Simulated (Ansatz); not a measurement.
## LuP (Fm-3m): the cell at rest

Aim: bring LuP (Fm-3m) to small forces and stress, as phonons need.

Main program and level: Ansatz 0.2.0; DFT LDA, scalar-relativistic, plane waves, PAW.

Most raw output is cut from this account.

**1. The structure**

Symmetry: Fm-3m, No. 225, cubic system. The conventional cell has a = 5.524 Å, b = 5.524 Å, c = 5.524 Å, α = 90.00°, β = 90.00°, γ = 90.00°. Lu has 6 P at 2.76 Å nearest. Nearest to P lie 6 Lu at 2.76 Å. Farther neighbours are not listed.

**2. Probe on a coarse mesh**

First a cheap look: the gap decides the mesh and the occupations, the pressure tells how far the cell has to move.

The input, input.yaml:

```yaml
crystal:
  lattice:
    - [0.0, 2.7618574834, 2.7618574834]
    - [2.7618574834, 0.0, 2.7618574834]
    - [2.7618574834, 2.7618574834, 0.0]
  atoms:
    - { symbol: Lu, position: [0.0, 0.0, 0.0] }
    - { symbol: P, position: [0.5, 0.5, 0.5] }
kpoints:
  mp_grid: { grid: [6, 6, 6] }
hamiltonian:
  xc: lda
scf:
  occupations: { method: gaussian, width: 0.1 }
output:
  forces: true
  stress: true
  eigenvalues: true
```

Launch:

```sh
$ ansatz run input.yaml --threads 4 --pin off --max-ram 7168MiB --backend cpu --events-out ev --progress --plain --runs-dir out
```

Wall time 1.1 s (4 threads of Arm Neoverse N1, shared host); peak memory 0.29 GiB; 2.2 s of CPU time.

Numbers from this step:

```
pressure          : -6.308 GPa
volume per atom   : 21.07 Å³
gap on the k-mesh : 0 eV
```

The coarse mesh shows no gap and a pressure of -6.3 GPa.

**3. Bringing the structure to rest**

The cell and atoms are relaxed, since residual forces and stress would shift the frequencies.

input.yaml, the sections that differ from step 2:

```yaml
kpoints:
  mp_grid: { grid: [12, 12, 12] }
output:
  forces: true
  stress: true
  eigenvalues: true
  write_density: true
  write_potential: true
  elf: true
  volumetric_format: npy
relax:
  adjacent_minimum: "off"
  f_tol: 0.005
  max_steps: 80
  cell: { stress_tol: 0.05 }
# crystal, hamiltonian, scf: as in step 2
```

Run time: 17 s. Hardware: 4 threads; peak memory 0.38 GiB; 60 s of CPU time.

Step by step:

```tsv
step	energy less that of the first step (eV)	largest force component (eV/Å)	pressure (GPa)	volume (Å³)
1	0.0000	0.0000	-6.44	42.13
2	0.0010	0.0000	8.21	36.46
3	-0.0632	0.0000	-0.67	39.44
4	-0.0639	0.0000	-0.03	39.19
5*	-0.0632	0.0000	-0.05	39.19
6	-0.0632	0.0000	0.00	39.17
7*	-0.0632	0.0000	0.00	39.17
```

Relaxation steps marked * repeat the geometry before them on a plane-wave basis chosen anew for their cell, so energy and pressure can jump there. Relaxation step 2 was tried and not accepted.

Forces are held to the 48 operations that the run works with; a distortion that breaks them can't arise in this run.

```tsv
conventional cell, symmetrised	before	after	change
a (Å)	5.524	5.391	-2.4 %
b (Å)	5.524	5.391	-2.4 %
c (Å)	5.524	5.391	-2.4 %
volume (Å³/atom)	21.07	19.58	-7.0 %
```

The relaxed structure:

```xyz
2
Lattice="0.0000 2.6954 2.6954 2.6954 0.0000 2.6954 2.6954 2.6954 0.0000" Properties=species:S:1:pos:R:3 pbc="T T T"
Lu    0.0000    0.0000    0.0000
P     2.6954    2.6954    2.6954
```

Numbers from this step:

```
pressure        : -0.001591 GPa
volume per atom : 19.58 Å³
```

ELF in the ac plane of the conventional cell at fractional y = 0.000, with atoms of Lu and P within 0.2 Å of it. It is the smooth field of the valence electrons, not physical close to the nuclei.

Values, 15 rows by 15 columns, each cell a mean:
```
0.85 0.83 0.52 0.23 0.60 0.79 0.44 0.10 0.21 0.71 0.75 0.36 0.32 0.73 0.85
0.78 0.63 0.27 0.18 0.55 0.79 0.76 0.63 0.71 0.81 0.71 0.32 0.17 0.48 0.73
0.36 0.23 0.11 0.16 0.43 0.66 0.75 0.76 0.76 0.72 0.56 0.25 0.11 0.17 0.32
0.36 0.34 0.29 0.24 0.24 0.31 0.35 0.37 0.37 0.33 0.26 0.21 0.25 0.32 0.36
0.76 0.74 0.65 0.41 0.16 0.11 0.23 0.35 0.31 0.17 0.11 0.26 0.56 0.71 0.75
0.64 0.76 0.79 0.54 0.17 0.28 0.63 0.77 0.72 0.45 0.17 0.33 0.72 0.81 0.71
0.11 0.46 0.79 0.58 0.23 0.53 0.83 0.85 0.85 0.72 0.31 0.37 0.76 0.71 0.21
0.02 0.35 0.79 0.59 0.25 0.60 0.85 0.82 0.85 0.77 0.35 0.37 0.76 0.63 0.10
0.33 0.65 0.81 0.57 0.21 0.43 0.77 0.85 0.83 0.63 0.23 0.35 0.75 0.76 0.44
0.79 0.81 0.75 0.49 0.15 0.18 0.43 0.60 0.53 0.28 0.11 0.31 0.66 0.79 0.79
0.60 0.58 0.49 0.31 0.17 0.15 0.21 0.25 0.23 0.17 0.16 0.24 0.43 0.55 0.60
0.25 0.21 0.16 0.17 0.31 0.49 0.57 0.59 0.58 0.54 0.41 0.24 0.16 0.18 0.23
0.58 0.41 0.17 0.16 0.49 0.75 0.81 0.79 0.79 0.79 0.65 0.29 0.11 0.27 0.52
0.84 0.76 0.41 0.21 0.58 0.81 0.65 0.35 0.46 0.76 0.74 0.34 0.23 0.63 0.83
0.83 0.84 0.58 0.25 0.60 0.79 0.33 0.02 0.11 0.64 0.76 0.36 0.36 0.78 0.85
```
Columns run along a (5.4 Å), rows up along c (5.4 Å), edges of the conventional cell, whose origin can differ from the input's. Atoms in or near the plane, at fractional coordinates: Lu at (0.00, 0.00), Lu at (0.50, 0.50), P at (0.50, 0.00), P at (0.00, 0.50).

Electrostatic potential energy in the ac plane of the conventional cell at fractional y = 0.000, with atoms of Lu and P within 0.2 Å of it. With pseudopotentials it is smooth inside the atoms' cores, unlike the true potential.

Values in eV, 15 rows by 15 columns, each cell a mean:
```
-67 -51 -15   7  11  -3 -38 -55 -50 -19   7  10  -1 -34 -63
-39 -23  -1  11  13   8 -10 -26 -19   1  12  13   6 -12 -34
 -3   3  10  14  15  13   9   6   7  12  15  15  12   6  -1
 10  11  14  15  15  14  11  10  10  13  15  15  15  13  10
  6  10  14  15  14  10   3  -3  -1   7  12  15  15  12   7
-24  -8   8  13  11  -1 -23 -38 -32 -11   7  13  12   1 -19
-55 -36  -2  11   7 -15 -51 -67 -62 -32  -1  10   7 -19 -50
-59 -43  -5  10   6 -20 -58 -68 -67 -38  -3  10   6 -26 -55
-44 -24   3  12   9  -9 -39 -58 -51 -23   3  11   9 -10 -38
 -6   3  12  14  12   5  -9 -20 -15  -1  10  14  13   8  -3
 10  12  14  15  15  12   9   6   7  11  14  15  15  13  11
  6   9  12  15  15  14  12  10  11  13  15  15  14  11   7
-18  -8   6  12  14  12   3  -5  -2   8  14  14  10  -1 -15
-56 -38  -8   9  12   3 -24 -43 -36  -8  10  11   3 -23 -51
-68 -56 -18   6  10  -6 -44 -59 -55 -24   6  10  -3 -39 -67
```
Columns run along a (5.4 Å; values clipped at the 3rd and 97th percentile), rows up along c (5.4 Å), edges of the conventional cell, whose origin can differ from the input's. Atoms in or near the plane, at fractional coordinates: Lu at (0.00, 0.00), Lu at (0.50, 0.50), P at (0.50, 0.00), P at (0.00, 0.50).

Valence density in the ac plane of the conventional cell at fractional y = 0.000, with atoms of Lu and P within 0.2 Å of it. It is the smooth field of the valence electrons, not physical close to the nuclei.

Ten steps, logarithmic in the rise over the least value, from '0' (0 e/Å³) to '9' (39 e/Å³), each cell a mean:
```
973111101110158
641001111110035
210000111100001
000000000000000
110000121000011
111001465300111
011113798510111
011114799620110
111002677410111
111001243100011
100000011000001
100000011000001
320001111100013
752001111110147
973111100110269
```
Columns run along a (5.4 Å), rows up along c (5.4 Å), edges of the conventional cell, whose origin can differ from the input's. Atoms in or near the plane, at fractional coordinates: Lu at (0.00, 0.00), Lu at (0.50, 0.50), P at (0.50, 0.00), P at (0.00, 0.50).

In this step the volume went from 21.07 to 19.58 Å³/atom.

**4. Tight relaxation**

Phonons need a cell at rest on their own settings, so the relaxation is repeated with tight tolerances on forces and stress on the k mesh and occupations of the first response run.

The input, input.yaml:

```yaml
crystal:
  lattice:
    - [0.0, 2.6954447061, 2.6954447061]
    - [2.6954447061, 0.0, 2.6954447061]
    - [2.6954447061, 2.6954447061, 0.0]
  atoms:
    - { symbol: Lu, position: [0.0, 0.0, 0.0] }
    - { symbol: P, position: [0.5, 0.5, 0.5] }
kpoints:
  mp_grid: { grid: [12, 12, 12] }
hamiltonian:
  xc: lda
scf:
  occupations: { method: methfessel_paxton, width: 0.15 }
output:
  forces: true
  stress: true
  eigenvalues: true
relax:
  adjacent_minimum: "off"
  f_tol: 0.001
  max_steps: 60
  cell: { stress_tol: 0.01 }
```

Wall time 4.7 s (4 threads); peak memory 0.38 GiB; 15 s of CPU time.

Little changed from the start: no atom moved by 0.005 Å and no cell edge by 0.1 %.

Numbers from this step:

| Property | Result |
| --- | --- |
| pressure | 0.004353 GPa |

The forces vanish by symmetry and the pressure is 0.004 GPa, within the tolerances set. The cell now holds 19.58 Å³/atom.

**5. Results**

```
space group after relaxation (within 0.01 Å) : Fm-3m
lattice constant a                           : 5.391 Å
lattice constant b                           : 5.391 Å
lattice constant c                           : 5.391 Å
volume per atom                              : 19.6 Å³
```

The forces vanish by symmetry and the pressure is 0.004 GPa, within the tolerances set. The cell now holds 19.58 Å³/atom. The relaxation keeps the symmetry of its start, so it says nothing on stability against lower symmetry. Spin-orbit coupling is left out, which can matter for the heavy elements here.

[Logs are printed without paths, hosts, clocks, repeated set-up lines and the standing remarks that a program may print on its own settings, such as how far it seeks lower states.]

[Hosts, paths, dates, database ids (printed as entryN), source tags and the programs' standing remarks are cut or masked in the printed files.]
